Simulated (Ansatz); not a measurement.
# A low-energy model for BaAgS3 (cubic perovskite) (Pm-3m): bands, U and J, part 2 of 2

Aim: U, U′ and J for the Ag d shell of BaAgS3 (cubic perovskite) (Pm-3m).

Ansatz 0.2.0; non-magnetic PBEsol, then constrained RPA, plane waves, PAW.

So far: The structure; PBEsol bands and orbital weights.

The structure was built from a prototype and need not be the compound's stable phase.

### Step 3. Constrained RPA: Ag d + anion p, bands v13 to c1, 4×4×4 mesh, medium accuracy

Constrained RPA screens the interaction with every transition except those inside the target bands, which a later many-body model would treat itself.

This step: constrained RPA on PBEsol, plane waves, PAW.

File input.yaml:

```yaml
crystal:
  lattice:
    - [0.0, -4.84262553, 0.0]
    - [0.0, 0.0, 4.84262553]
    - [-4.84262553, 0.0, 0.0]
  atoms:
    - { symbol: Ba, position: [0.0, 0.0, 0.0] }
    - { symbol: Ag, position: [0.5, 0.5, 0.5] }
    - { symbol: S, position: [0.5, 0.5, 0.0] }
    - { symbol: S, position: [0.5, 0.0, 0.5] }
    - { symbol: S, position: [0.0, 0.5, 0.5] }
kpoints:
  mp_grid: { grid: [6, 6, 6] }
hamiltonian:
  xc: pbesol
scf:
  occupations: { method: gaussian, width: 0.08 }
  n_extra_bands: 19
  max_iter: 150
  lower_state_search: "off"
output:
  crpa:
    kmesh: [4, 4, 4]
    target_bands: [v13, c1]
    projections: [{ species: Ag, l: d, shell: 4 }, { species: S, l: p, shell: 3 }]
  local_orbitals:
    kmesh: [8, 8, 8]
    orbitals: [{ species: Ag, l: d, shell: 4 }, { species: S, l: p, shell: 3 }]
    window: { bands: [v13, c1] }
    seedname: lo
```

Run with:

```sh
$ ansatz run input.yaml --threads 4 --pin off --max-ram 9216MiB --backend cpu --events-out ev --progress --plain --runs-dir out
```

Numbers of over 12 decimals in the logs are rounded to 6 here.

What it wrote:

```text
[...]
Crystal: 5 atoms, lattice volume = 113.565 Å³
Basis set: ecut = 420 eV, 2205 PW (Γ)
Bands: 43, of which v1, the nominal top of the filled ones, is band 24 counted from 1 (23 counted from 0)
Symmetry: 48 space group operations
[...]
k-points: 20 of 216
[...]
SCF iter   1: F=—  HF=-16042.765064 eV  |F-HF|=—  |Δ(HF+E_count)|=         —  Δρ=5.22e-3  dr2=4.94e-2  ethr=1.77e-3  ⟨swp⟩=7.2  Hψ=4424  notcnv=0  defer=150
[...]
SCF iter   8: F=-16042.747499 eV  HF=-16042.747499 eV  |F-HF|=9.00e-10  |Δ(HF+E_count)|=   1.86e-7  Δρ=2.48e-6  dr2=9.22e-9  ethr=2.13e-10  ⟨swp⟩=10.0  Hψ=4636  notcnv=0
SCF 1 converged in 8 iterations: F = -16042.747499 eV  dr2 = 9.22e-9
[...]
NSCF: frozen V_eff on 38 k-points
[...]
cRPA screening: q 1/64
cRPA screening: q 2/64
cRPA screening: q 8/64 (q-point 3)
cRPA screening: q 11/64 (q-point 6)
cRPA screening: q 17/64 (q-point 7)
cRPA screening: q 29/64 (q-point 8)
cRPA screening: q 35/64 (q-point 11)
cRPA screening: q 38/64 (q-point 22)
cRPA screening: q 40/64 (q-point 23)
cRPA screening: q 46/64 (q-point 24)
cRPA screening: q 52/64 (q-point 27)
cRPA screening: q 58/64 (q-point 28)
cRPA screening: q 64/64 (q-point 43)
SCF converged after 8 iterations
Free energy (F): -16042.747499 eV
[...]
Internal energy: -16042.726738 eV  (E = F + TS)
E sigma→0 (E₀):  -16042.737119 eV
Entropy (-TS):   -0.020761 eV (-4.152 meV/atom)
Fermi energy:    8.246246 eV
[...]
--- Band table (eV; the first three rows and the last of 20) ---
  k-point 0: bands = [... 20 lower, 7.2868, 7.2868, 8.1410, 8.1410, 8.1410, 11.0313, 11.4303, 11.4303, ... 15 higher]
  k-point 1: bands = [... 20 lower, 7.2647, 7.2647, 7.8609, 8.0571, 8.0571, 11.5274, 11.8019, 11.9603, ... 15 higher]
  k-point 2: bands = [... 20 lower, 7.3216, 7.3216, 7.4742, 7.8332, 7.8332, 12.4345, 12.8051, 13.0758, ... 15 higher]
  k-point 19: bands = [... 20 lower, 8.6375, 8.6375, 8.6375, 10.7543, 10.7543, 12.7802, 12.7802, 12.7802, ... 15 higher]
--- cRPA (band scheme, projected local orbitals): target bands 12..25 (1-based), 14 Wannier function(s), 4×4×4 mesh, 50 bands' worth read of 55 solved, ecut_chi 136.0 eV, v(q+G=0) probe_charge, pair densities all_electron ---
  bands read: the sum over 50 bands ends inside a degenerate multiplet in 8 slots, whose members it reads at an even weight; the widest, k=0: bands 49 to 51 (counted from 1) at 2/3 each
  χ-basis size per q: N_G = 388..437
  window electrons = 25.0000, filled by tetrahedron_uncorrected; constrained ε̄⁻¹(q = 0, 0) head = 0.254789; min gauge Gram eig = 0.6347
  Kanamori averages over each shell's own Wannier functions (sites counted from 0, functions from 1):
  Each shell's averages of U are screened by what lies outside the whole window alone: parameters of one model of all the shells.
    Site 1, 4D, 5 of 5 d orbitals (Wannier functions 1, 2, 3, 4, 5; wannier90's mr 1, 2, 3, 4, 5):
      screened: U = 6.4719 eV, U' = 5.3698 eV, J = 0.5476 eV
      screened, to within: U = 7.8e-3 eV, U' = 7.8e-3 eV, J = 7.7e-4 eV
      bare: V = 18.6170 eV, V' = 17.1884 eV, J = 0.7062 eV
    Site 2, 3P, 3 of 3 p orbitals (Wannier functions 6, 7, 8; wannier90's mr 1, 2, 3):
      screened: U = 4.2290 eV, U' = 3.3819 eV, J = 0.4056 eV
      screened, to within: U = 4.7e-3 eV, U' = 4.7e-3 eV, J = 5.9e-4 eV
      bare: V = 11.7111 eV, V' = 10.4233 eV, J = 0.6131 eV
    Site 3, 3P, 3 of 3 p orbitals (Wannier functions 9, 10, 11; wannier90's mr 1, 2, 3):
      screened: U = 4.2290 eV, U' = 3.3819 eV, J = 0.4056 eV
      screened, to within: U = 4.7e-3 eV, U' = 4.7e-3 eV, J = 5.9e-4 eV
      bare: V = 11.7111 eV, V' = 10.4233 eV, J = 0.6131 eV
    Site 4, 3P, 3 of 3 p orbitals (Wannier functions 12, 13, 14; wannier90's mr 1, 2, 3):
      screened: U = 4.2290 eV, U' = 3.3819 eV, J = 0.4056 eV
      screened, to within: U = 4.7e-3 eV, U' = 4.7e-3 eV, J = 5.9e-4 eV
      bare: V = 11.7111 eV, V' = 10.4233 eV, J = 0.6131 eV
  Hermiticity witness max|P − P†| over intra, direct and exchange elements: 1.24e-14 eV (screened), 1.78e-15 eV (bare)
  Reality witness max|Im| over intra, direct and exchange elements: 1.05e-8 eV (screened), 3.26e-12 eV (bare)
```

It took 15 min on 4 threads of AMD EPYC 7R43, shared host; peak memory 1 GiB.

Numbers from this step:

```yaml
u: 6.472 eV
u_prime_inter_orbital: 5.370 eV
j: 0.5476 eV
bare_v: 18.62 eV
bare_j: 0.7062 eV
stated_bound_on_u: 0.007715 eV
u_over_bare_v: 0.3476
electrons_in_the_window: 25.00
head_of_the_constrained_inverse_dielectric_matrix: 0.2548
least_eigenvalue_of_the_projection_s_overlap: 0.6347
target_functions: 14
bands_in_the_sums: 50
r_m_s_miss_of_the_model_bands: 3.32e-4 eV
width_of_the_target_bands: 8.905 eV
weight_of_the_projected_orbitals_in_the_window: 0.9411
```

On the Ag d shell, screening brings the on-site interaction from 18.6 eV down to U = 6.47 eV.

Kanamori averages over each shell's functions. Crpa shells, by row:

| site | element | shell | orbitals | U (eV) | U' (eV) | J (eV) | bare V (eV) | bare V' (eV) | bare J (eV) | bound on U (eV) |
| --- | --- | --- | --- | --- | --- | --- | --- | --- | --- | --- |
| 2 | Ag | 4D | 5 | 6.472 | 5.37 | 0.5476 | 18.62 | 17.19 | 0.7062 | 0.007715 |
| 3 | S | 3P | 3 | 4.229 | 3.382 | 0.4056 | 11.71 | 10.42 | 0.6131 | 0.004645 |
| 4 | S | 3P | 3 | 4.229 | 3.382 | 0.4056 | 11.71 | 10.42 | 0.6131 | 0.004645 |
| 5 | S | 3P | 3 | 4.229 | 3.382 | 0.4056 | 11.71 | 10.42 | 0.6131 | 0.004645 |

Density-density elements U_iijj, eV. U matrix, by row:

| orbital | Ag2 dz2 | Ag2 dxz | Ag2 dyz | Ag2 dx2-y2 | Ag2 dxy | S3 pz | S3 px | S3 py | S4 pz | S4 px | S4 py | S5 pz | S5 px | S5 py |
| --- | --- | --- | --- | --- | --- | --- | --- | --- | --- | --- | --- | --- | --- | --- |
| Ag2 dz2 | 6.327 | 5.546 | 5.546 | 5.058 | 5.151 | 1.47 | 1.776 | 1.462 | 1.984 | 1.597 | 1.597 | 1.47 | 1.462 | 1.776 |
| Ag2 dxz | 5.546 | 6.569 | 5.385 | 5.283 | 5.385 | 1.549 | 1.911 | 1.524 | 1.911 | 1.549 | 1.524 | 1.441 | 1.441 | 1.738 |
| Ag2 dyz | 5.546 | 5.385 | 6.569 | 5.283 | 5.385 | 1.441 | 1.738 | 1.441 | 1.911 | 1.524 | 1.549 | 1.549 | 1.524 | 1.911 |
| Ag2 dx2-y2 | 5.058 | 5.283 | 5.283 | 6.327 | 5.677 | 1.549 | 1.914 | 1.557 | 1.707 | 1.422 | 1.422 | 1.549 | 1.557 | 1.914 |
| Ag2 dxy | 5.151 | 5.385 | 5.385 | 5.677 | 6.569 | 1.524 | 1.911 | 1.549 | 1.738 | 1.441 | 1.441 | 1.524 | 1.549 | 1.911 |
| S3 pz | 1.47 | 1.549 | 1.441 | 1.549 | 1.524 | 4.241 | 3.36 | 3.426 | 1.14 | 1.17 | 1.081 | 1.028 | 1.081 | 1.081 |
| S3 px | 1.776 | 1.911 | 1.738 | 1.914 | 1.911 | 3.36 | 4.205 | 3.36 | 1.175 | 1.14 | 1.081 | 1.081 | 1.14 | 1.175 |
| S3 py | 1.462 | 1.524 | 1.441 | 1.557 | 1.549 | 3.426 | 3.36 | 4.241 | 1.081 | 1.081 | 1.028 | 1.081 | 1.17 | 1.14 |
| S4 pz | 1.984 | 1.911 | 1.911 | 1.707 | 1.738 | 1.14 | 1.175 | 1.081 | 4.205 | 3.36 | 3.36 | 1.14 | 1.081 | 1.175 |
| S4 px | 1.597 | 1.549 | 1.524 | 1.422 | 1.441 | 1.17 | 1.14 | 1.081 | 3.36 | 4.241 | 3.426 | 1.081 | 1.028 | 1.081 |
| S4 py | 1.597 | 1.524 | 1.549 | 1.422 | 1.441 | 1.081 | 1.081 | 1.028 | 3.36 | 3.426 | 4.241 | 1.17 | 1.081 | 1.14 |
| S5 pz | 1.47 | 1.441 | 1.549 | 1.549 | 1.524 | 1.028 | 1.081 | 1.081 | 1.14 | 1.081 | 1.17 | 4.241 | 3.426 | 3.36 |
| S5 px | 1.462 | 1.441 | 1.524 | 1.557 | 1.549 | 1.081 | 1.14 | 1.17 | 1.081 | 1.028 | 1.081 | 3.426 | 4.241 | 3.36 |
| S5 py | 1.776 | 1.738 | 1.911 | 1.914 | 1.911 | 1.081 | 1.175 | 1.14 | 1.175 | 1.081 | 1.14 | 3.36 | 3.36 | 4.205 |

Exchange elements U_ijji, eV. J matrix, by row:

| orbital | Ag2 dz2 | Ag2 dxz | Ag2 dyz | Ag2 dx2-y2 | Ag2 dxy | S3 pz | S3 px | S3 py | S4 pz | S4 px | S4 py | S5 pz | S5 px | S5 py |
| --- | --- | --- | --- | --- | --- | --- | --- | --- | --- | --- | --- | --- | --- | --- |
| Ag2 dz2 | - | 0.447 | 0.447 | 0.634 | 0.642 | 0.011 | 0.034 | 0.012 | 0.087 | 0.041 | 0.041 | 0.011 | 0.012 | 0.034 |
| Ag2 dxz | 0.447 | - | 0.59 | 0.577 | 0.59 | 0.019 | 0.061 | 0.004 | 0.061 | 0.019 | 0.004 | 0.002 | 0.002 | 0.019 |
| Ag2 dyz | 0.447 | 0.59 | - | 0.577 | 0.59 | 0.002 | 0.019 | 0.002 | 0.061 | 0.004 | 0.019 | 0.019 | 0.004 | 0.061 |
| Ag2 dx2-y2 | 0.634 | 0.577 | 0.577 | - | 0.382 | 0.032 | 0.069 | 0.031 | 0.016 | 0.002 | 0.002 | 0.032 | 0.031 | 0.069 |
| Ag2 dxy | 0.642 | 0.59 | 0.59 | 0.382 | - | 0.004 | 0.061 | 0.019 | 0.019 | 0.002 | 0.002 | 0.004 | 0.019 | 0.061 |
| S3 pz | 0.011 | 0.019 | 0.002 | 0.032 | 0.004 | - | 0.394 | 0.428 | 0.011 | 0.014 | 0.005 | 0.001 | 0.005 | 0.007 |
| S3 px | 0.034 | 0.061 | 0.019 | 0.069 | 0.061 | 0.394 | - | 0.394 | 0.019 | 0.011 | 0.007 | 0.007 | 0.011 | 0.019 |
| S3 py | 0.012 | 0.004 | 0.002 | 0.031 | 0.019 | 0.428 | 0.394 | - | 0.007 | 0.005 | 0.001 | 0.005 | 0.014 | 0.011 |
| S4 pz | 0.087 | 0.061 | 0.061 | 0.016 | 0.019 | 0.011 | 0.019 | 0.007 | - | 0.394 | 0.394 | 0.011 | 0.007 | 0.019 |
| S4 px | 0.041 | 0.019 | 0.004 | 0.002 | 0.002 | 0.014 | 0.011 | 0.005 | 0.394 | - | 0.428 | 0.005 | 0.001 | 0.007 |
| S4 py | 0.041 | 0.004 | 0.019 | 0.002 | 0.002 | 0.005 | 0.007 | 0.001 | 0.394 | 0.428 | - | 0.014 | 0.005 | 0.011 |
| S5 pz | 0.011 | 0.002 | 0.019 | 0.032 | 0.004 | 0.001 | 0.007 | 0.005 | 0.011 | 0.005 | 0.014 | - | 0.428 | 0.394 |
| S5 px | 0.012 | 0.002 | 0.004 | 0.031 | 0.019 | 0.005 | 0.011 | 0.014 | 0.007 | 0.001 | 0.005 | 0.428 | - | 0.394 |
| S5 py | 0.034 | 0.019 | 0.061 | 0.069 | 0.061 | 0.007 | 0.019 | 0.011 | 0.019 | 0.007 | 0.011 | 0.394 | 0.394 | - |

Projected local orbitals of the target window. Electronic bands along the path, in eV, zero at the Fermi level; # counts the bands kept:

| point | #9 | #10 | #11 | #12 | #13 | #14 |
| --- | --- | --- | --- | --- | --- | --- |
| Γ | -0.96 | -0.96 | -0.96 | -0.11 | -0.11 | -0.11 |
| halfway | -1.42 | -0.97 | -0.97 | -0.61 | -0.29 | -0.29 |
| X | -1.79 | -0.88 | -0.72 | -0.72 | -0.68 | -0.68 |
| halfway | -1.65 | -1.40 | -0.95 | -0.89 | -0.24 | 1.08 |
| M | -1.41 | -1.41 | -1.15 | -1.15 | 0.29 | 2.47 |
| halfway | -1.68 | -1.36 | -1.07 | -0.73 | -0.50 | 0.73 |
| Γ | -0.96 | -0.96 | -0.96 | -0.11 | -0.11 | -0.11 |
| halfway | -1.59 | -1.27 | -1.27 | -0.37 | 0.65 | 0.65 |
| R | -1.55 | 0.39 | 0.39 | 0.39 | 2.51 | 2.51 |
| halfway | -1.57 | -1.17 | -0.48 | -0.13 | 0.45 | 1.26 |
| X | -1.79 | -0.88 | -0.72 | -0.72 | -0.68 | -0.68 |
| jump to R | -1.55 | 0.39 | 0.39 | 0.39 | 2.51 | 2.51 |
| halfway | -1.56 | -0.36 | -0.36 | 0.34 | 0.48 | 2.49 |
| M | -1.41 | -1.41 | -1.15 | -1.15 | 0.29 | 2.47 |

The same for Kohn-Sham, solved directly:

| point | #9 | #10 | #11 | #12 | #13 | #14 |
| --- | --- | --- | --- | --- | --- | --- |
| Γ | -0.96 | -0.96 | -0.96 | -0.11 | -0.11 | -0.11 |
| X | -1.79 | -0.88 | -0.72 | -0.72 | -0.68 | -0.68 |
| M | -1.41 | -1.41 | -1.15 | -1.15 | 0.29 | 2.47 |
| Γ | -0.96 | -0.96 | -0.96 | -0.11 | -0.11 | -0.11 |
| R | -1.55 | 0.39 | 0.39 | 0.39 | 2.51 | 2.51 |
| X | -1.79 | -0.88 | -0.72 | -0.72 | -0.68 | -0.68 |
| R | -1.55 | 0.39 | 0.39 | 0.39 | 2.51 | 2.51 |
| M | -1.41 | -1.41 | -1.15 | -1.15 | 0.29 | 2.47 |

Onsite levels, by row:

| orbital | level less Fermi level (eV) |
| --- | --- |
| Ag2 dz2 | -4.179 |
| Ag2 dxz | -4.64 |
| Ag2 dyz | -4.64 |
| Ag2 dx2-y2 | -4.179 |
| Ag2 dxy | -4.64 |
| S3 pz | -1.457 |
| S3 px | -2.474 |
| S3 py | -1.457 |
| S4 pz | -2.474 |
| S4 px | -1.457 |
| S4 py | -1.457 |
| S5 pz | -1.457 |
| S5 px | -1.457 |
| S5 py | -2.474 |

Largest distinct elements between sites. Hoppings, by row:

| from | to | cell | distance (Å) | t (eV) |
| --- | --- | --- | --- | --- |
| S4 pz | Ag2 dz2 | 0 0 0 | 2.421 | -1.444 |
| Ag2 dx2-y2 | S5 py | 1 0 0 | 2.421 | 1.25 |
| S3 px | Ag2 dz2 | 0 0 0 | 2.421 | -0.7218 |
| S4 px | Ag2 dxz | 0 -1 0 | 2.421 | -0.6039 |
| S3 px | S4 pz | 0 1 0 | 3.424 | -0.5638 |
| S5 pz | S4 py | 0 0 0 | 3.424 | 0.3854 |
| S3 py | S5 py | 0 0 -1 | 3.424 | 0.3256 |
| S3 px | S3 px | 0 0 -1 | 4.843 | -0.0745 |
| Ag2 dz2 | Ag2 dz2 | 0 -1 0 | 4.843 | 0.0687 |
| S4 px | S4 px | 1 0 1 | 6.849 | 0.0621 |
| S3 pz | S3 py | -1 1 0 | 6.849 | 0.0615 |
| S4 px | S4 px | 0 1 0 | 4.843 | -0.0552 |

### Step 4. Summary of results

| Property | Result |
| --- | --- |
| Ag d + anion p | U 6.47 eV, U′ 5.37 eV, J 0.55 eV, bare V 18.6 eV |
| method | constrained RPA on non-magnetic PBEsol, 4×4×4 mesh, static; search for lower states off |

For Ag d + anion p, screening cuts the on-site interaction from 18.62 eV to 6.47 eV (35 %), while J goes only from 0.71 eV to 0.55 eV: the monopole is screened far more than the multipoles. U − 2J differs from U′ by +0.01 eV, so the Kanamori relation holds well. The parent state is non-magnetic and the interaction static (zero frequency); U depends on the window and the orbitals, so it belongs to this model alone. The bands cross the Fermi level under this constraint, which need not be the crystal's state: magnetic order, correlation or a lattice distortion may open a gap. A window that holds the anion p bands defines a model with explicit ligands; its U belongs to that model and is not the U of DFT+U.

[Paths, hosts, dates, memory and timing lines, banners, echoed tables and standing remarks are left out of the program output.]

[Logs are printed without paths, hosts, clocks, repeated set-up lines and the standing remarks that a program may print on its own settings, such as how far it seeks lower states.]

[Runs of the session that timed out or met a known fault of the program may be left out.]

[Hosts, paths, dates, database ids (printed as entryN), source tags and the programs' standing remarks are cut or masked in the printed files.]
